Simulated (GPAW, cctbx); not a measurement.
# Bonding in CaZnFe2S5 as X-rays see it

Question: by how much does bonding change the X-ray structure factors of CaZnFe2S5, how firmly does DFT give the change, and what does a routine refinement make of it?

The cell comes from substitution in a known structure type and wasn't matched to any measured phase. All numbers below are calculated.

## Step 1: Find the equilibrium geometry

The density hangs on the geometry, so cell and atoms are relaxed first, with the symmetry held. The cutoff is set higher than for the density because stress converges slowly with plane waves.

Settings: GPAW 26.7.0, PBE, 570 eV, 3×3×2 k-points (along the axes of the calculation cell), Fermi–Dirac width 0.05 eV, spin-polarised, BFGS to 0.03 eV/Å.

```text
cell
1.0
     4.452000000    0.000000000    0.000000000
     0.000000000    4.452000000    0.000000000
     0.000000000    0.000000000    8.932000000
Zn Fe Ca S
1 2 1 5
Direct
0.000000000 0.000000000 0.000000000
0.500000000 0.500000000 0.737900000
0.500000000 0.500000000 0.262100000
0.000000000 0.000000000 0.500000000
0.500000000 0.500000000 0.000000000
0.000000000 0.500000000 0.298000000
0.000000000 0.500000000 0.702000000
0.500000000 0.000000000 0.298000000
0.500000000 0.000000000 0.702000000
```

```console
$ OMP_NUM_THREADS=1 mpirun -n 4 gpaw python run.py > gpaw.log
```

```text
BFGS:    0      -44.480569        0.542825
BFGS:    1      -44.492164        0.513482
BFGS:    2      -44.582851        0.299673
BFGS:    3      -44.585823        0.256255
...
BFGS:   19      -44.913075        0.129307
BFGS:   20      -44.917539        0.063729
BFGS:   21      -44.919411        0.015306
cell  4.3021 4.3021 10.0310  90.00 90.00 90.00
volume 185.652 A^3, largest force 0.008 eV/A, largest stress 0.12 GPa
```

The cell moved far, while the k-mesh and basis were chosen for the start, so the final shape may be somewhat biased.

After 21 steps the volume has changed by +4.9 % and the energy by -0.439 eV; the largest stress left is 0.12 GPa. It took 12 min on 4 cores of Arm Neoverse V1 (shared host), peak memory 1.7 GiB.

Relaxed structure: P4/mmm (no. 123), a = 4.3021 Å, b = 4.3021 Å, c = 10.0310 Å, α = 90.00°, β = 90.00°, γ = 90.00°.

```csv
atom,mult.,x,y,z
Zn1,1,0,0,0
Fe1,2,1/2,1/2,0.7784
Ca1,1,0,0,1/2
S1,1,1/2,1/2,0
S2,4,0,1/2,0.3070
```

## Step 2: The all-electron density

X-rays see the whole electron density, so the PAW density is rebuilt with its core regions. Subtracting spherical free atoms from the same code cancels the cores and leaves the deformation density Δρ, the part due to bonding.

Settings: PBE, 450 eV, 5×5×2 k-points (along the axes of the calculation cell), Fermi–Dirac width 0.05 eV, spin-polarised; primitive cell of 9 atoms.

```console
$ OMP_NUM_THREADS=1 mpirun -n 4 gpaw python run.py > gpaw.log
```

```text
|iter:   1|       0s |  -46.196927 | +0.64 |       |  +6.0089|
|iter:   2|       3s |  -45.703973 | -0.43 | -1.01 |  +5.9796|
|iter:   3|       5s |  -44.912684 | -0.95 | -1.11 |  +5.9850|
...
|iter:  20|      46s |  -44.950120c| -6.89 | -5.99c|  +5.3145|
|iter:  21|      47s |  -44.950120c| -7.27 | -6.32c|  +5.3145|
|iter:  22|      49s |  -44.950120c| -7.41c| -6.54c|  +5.3145|
```

```text
grid (48, 48, 100)  electrons 182.000  moved by bonding 1.709 e
deformation density beyond 0.5 A of the nuclei: max 0.246, min -0.293 e/A^3
atom        x       y       z   Voronoi charge  moment
Zn1    0.0000  0.0000  0.0000      0.346      -0.11
Fe2    0.5000  0.5000  0.7784      0.048       2.43
Fe3    0.5000  0.5000  0.2216      0.048       2.43
Ca4    0.0000  0.0000  0.5000      0.139       0.02
S 5    0.5000  0.5000  0.0000     -0.167       0.07
S 6    0.0000  0.5000  0.3070     -0.103       0.01
S 7    0.0000  0.5000  0.6930     -0.103       0.01
S 8    0.5000  0.0000  0.3070     -0.103       0.01
S 9    0.5000  0.0000  0.6930     -0.103       0.01
mean inner potential of superposed free atoms 14.119 V
total magnetic moment 5.315 muB
```

Deformation density in a plane through the shortest contact of the Fe atom at the origin, in 0.01 e/Å³ (clipped at ±99); x from -1.6 to 3.8 Å, y from 2.4 down to -2.4 Å:

```text
  6  -2   .   .   3   2   0  -1  -1   0   0   0   0  -1  -1   0
  8   .   .   .   2   1   0  -1  -1   0   0   0   0  -1  -1   0
  1  -6  -6   5   7   3   0  -1   0   0   0   0   0   0  -1   0
 -1  -1   3  10   7   2  -1  -1   0   0   0   0   0   0   0  -1
 -2  -1   2   6   1  -3  -1   1   3   1  -2  -2   1   3   1  -1
 -3  -4  -4   9   .  13   6   4   8   4   .   .   3   8   4   3
 -3  -5  -9 -28   .   . -22   3  12   7   .   .   5  12   5 -15
 -3  -4  -4   9   .  13   6   4   8   4   .   .   3   8   4   3
 -2  -1   2   6   1  -3  -1   1   3   1  -2  -2   1   3   1  -1
 -1  -1   3  10   7   2  -1  -1   0   0   0   0   0   0   0  -1
  1  -6  -6   5   7   3   0  -1   0   0   0   0   0   0  -1   0
  8   .   .   .   2   1   0  -1  -1   0   0   0   0  -1  -1   0
  6  -2   .   .   3   2   0  -1  -1   0   0   0   0  -1  -1   0
```

Atoms in or within 0.15 Å of the plane: Fe (0.0, 0.0), S (2.2, 0.0), S (-0.9, 2.1), S (-0.9, -2.1) Å. Dots mark points within about 0.45 Å of a nucleus; large values next to them are atomic features.

S gains most (-0.12 e) and Zn loses most (+0.35 e), in averages over each element's sites; S is the most electronegative element, but the order of the others doesn't follow electronegativity. Such charges fall far short of formal ones, since overlapping free atoms already put density on their neighbours. Along the shortest contact from the Fe atom at the map's origin, Fe–S at 2.22 Å, Δρ is +0.09 e/Å³ at the midpoint and highest, +0.12, 1.42 Å from Fe (points within 0.5 Å of a nucleus left out): a bond charge, the mark of covalency, pulled towards S. At the midpoints of other shortest contacts it is +0.03 (Ca–S, 2.89 Å), +0.01 (Zn–S, 3.04 Å) and +0.01 (S–S, 3.04 Å) e/Å³. Point values carry grid noise of about 0.01 e/Å³. The cell's moment is 5.32 μB; the largest inside an atomic sphere is 2.43 μB. The run needed 22 iterations, 59 s.

## Step 3: From the density to structure factors

The Fourier components of Δρ, added to those of the free atoms, give the static X-ray structure factors; the Mott–Bethe relation turns them into the Fourier components V of the potential that fast electrons feel.

```text
static structure factors of the conventional cell: F in electrons, V (Mott-Bethe) in volts
   h  k  l      d  |F| table  |F| free   |F| DFT   change   |V| free  |V| DFT  change %
   0  0  1 10.0310    13.077    13.057    12.926   -0.132     0.631    0.304    -51.8
   0  0  2  5.0155    27.734    27.713    28.229    0.516     2.045    1.725    -15.7
   1  0  0  4.3021    15.682    15.668    15.885    0.217     1.066    0.967     -9.3
   1  0  1  3.9538    10.855    10.891    11.416    0.525     1.675    1.472    -12.1
   0  0  3  3.3437    45.007    45.050    45.441    0.390     2.950    2.842     -3.7
   1  0  2  3.2654    69.831    69.788    69.916    0.129     3.405    3.371     -1.0
   1  1  0  3.0420    47.090    46.958    46.607   -0.351     1.609    1.689      5.0
   1  1  1  2.9111    46.294    46.276    46.488    0.212     2.381    2.337     -1.9
   1  0  3  2.6400    19.500    19.347    19.373    0.026     0.203    0.198     -2.2
   1  1  2  2.6010    46.483    46.639    46.736    0.098     3.160    3.144     -0.5
   0  0  4  2.5078    86.245    86.078    86.048   -0.030     4.360    4.364      0.1
   1  1  3  2.2501    36.441    36.495    36.669    0.174     2.537    2.515     -0.9
   1  0  4  2.1665     2.430     2.406     2.456    0.050     0.336    0.330     -1.7
   2  0  0  2.1511   125.963   125.741   125.997    0.256     6.427    6.398     -0.5
```

The largest X-ray change is +0.53 e on 101, 4.8 % of |F|. For electrons V goes as (Z − F)/g², so a change of F counts against Z − F, which is small at low angle and wherever the atoms' terms cancel: |V| of 001 moves by -51.8 % (0.63 to 0.30 V) against -1.0 % in |F|. These compare absolute values; so weak a component may also change sign. The last three rows still change by up to 0.26 e; the table stops while the angles are still low. The tabulated Hartree–Fock atoms differ from the free DFT atoms by up to 0.22 e, so the choice of reference atom matters too.

## Step 4: The functional ladder

The same geometry is run with other functionals, to see whether the bonding signal is larger than the spread between approximations. Free atoms are LDA for LDA and PBE otherwise; meta-GGAs and hybrids keep PBE cores. Any other changed setting is in the row's label.

```
 run  ΔF 101 (e)  ΔF 002 (e)  ΔF 003 (e)  q(S) (e)  moved (e)     time
 PBE      +0.525      +0.516      +0.390    -0.116      1.709     59 s
 LDA      +0.482      +0.516      +0.286    -0.089      1.562     75 s
SCAN      +0.524      +0.451      +0.566    -0.176      1.873  2.8 min
```

At the base's settings ΔF(101) spans +0.482 to +0.525 e, a spread of 8 % of the PBE value; over the three listed reflections the spread is at most 72 %, so the sign holds and the size hangs on the functional. The magnetic state differs between the runs (cell moments PBE 5.32, LDA 4.70, SCAN 6.79 μB), and that enters the spread. Times are from shared hosts.

## Step 5: What a spherical-atom refinement makes of it

Routine crystallography fits spherical atoms. To see the bias, intensities are simulated from tabulated atoms plus the DFT change ΔF, so that bonding alone can misfit (8552 reflections of the full sphere, merged to the counts below, to 0.45 Å, 0.5 % proportional noise plus counting noise, assumed isotropic U as listed, Δρ smeared by the mean U) and refined with cctbx over different ranges.

```csv
range,data,R1,GooF,U Zn1 (true 0.0074),U Fe1 (true 0.0077),U Ca1 (true 0.0085),U S1 (true 0.0091),largest shift (Å),"Δρ max, min (e/Å³)"
all data,708,0.0064,1.11,0.0074,0.0077,0.0085,0.0091,0.0001,"0.28, -0.25"
"low resolution, d > 0.84",133,0.0048,1.49,0.0074,0.0077,0.0087,0.0092,0.0003,"0.12, -0.08"
"high order, d < 0.75",527,0.0077,0.99,0.0074,0.0077,0.0085,0.0091,0.0002,"0.23, -0.20"
"occupancies free, d > 0.7",216,0.0049,1.33,0.0074,0.0077,0.0087,0.0090,0.0001,"0.13, -0.13"
```

With all data GooF is 1.11, diluted by the many high-angle data; the misfit shows at low resolution; the top residual peak lies 0.34 Å from Fe and 2.21 Å from S. No U is off by more than 3 s.u. at low resolution. With Zn1 held at 1 and the scale free, the other occupancies refine to Fe1 1.001(0.001), Ca1 1.001(0.002), S1 0.998(0.003) and S2 0.998(0.002), within three s.u. of full.

## Step 6: Answer

Bonding moves 1.71 e in the primitive cell of CaZnFe2S5 and changes the structure factors of the conventional cell in the table above by at most 0.53 e (101, 4.8 %). The shortest bond, Fe–S, has Δρ = +0.09 e/Å³ at its midpoint, a covalent bond charge. At the base's settings ΔF(101) spans +0.482 to +0.525 e, a spread of 8 % of the PBE value; over the three listed reflections the spread is at most 72 %, so the sign holds and the size hangs on the functional. With all data GooF is 1.11, diluted by the many high-angle data. Limits: static density, frozen cores, no spin–orbit coupling; a ferromagnetic start is the only order tried, and the real ground state may be antiferromagnetic or insulating; no Hubbard U on Fe.

[Outputs are excerpts: Python notices, other lines and further rows are left out; steps that failed or that the build refused (PBEsol, TPSS) are not shown.]

[Logs are printed without paths, hosts, clocks, repeated set-up lines and the standing remarks that a program may print on its own settings, such as how far it seeks lower states.]
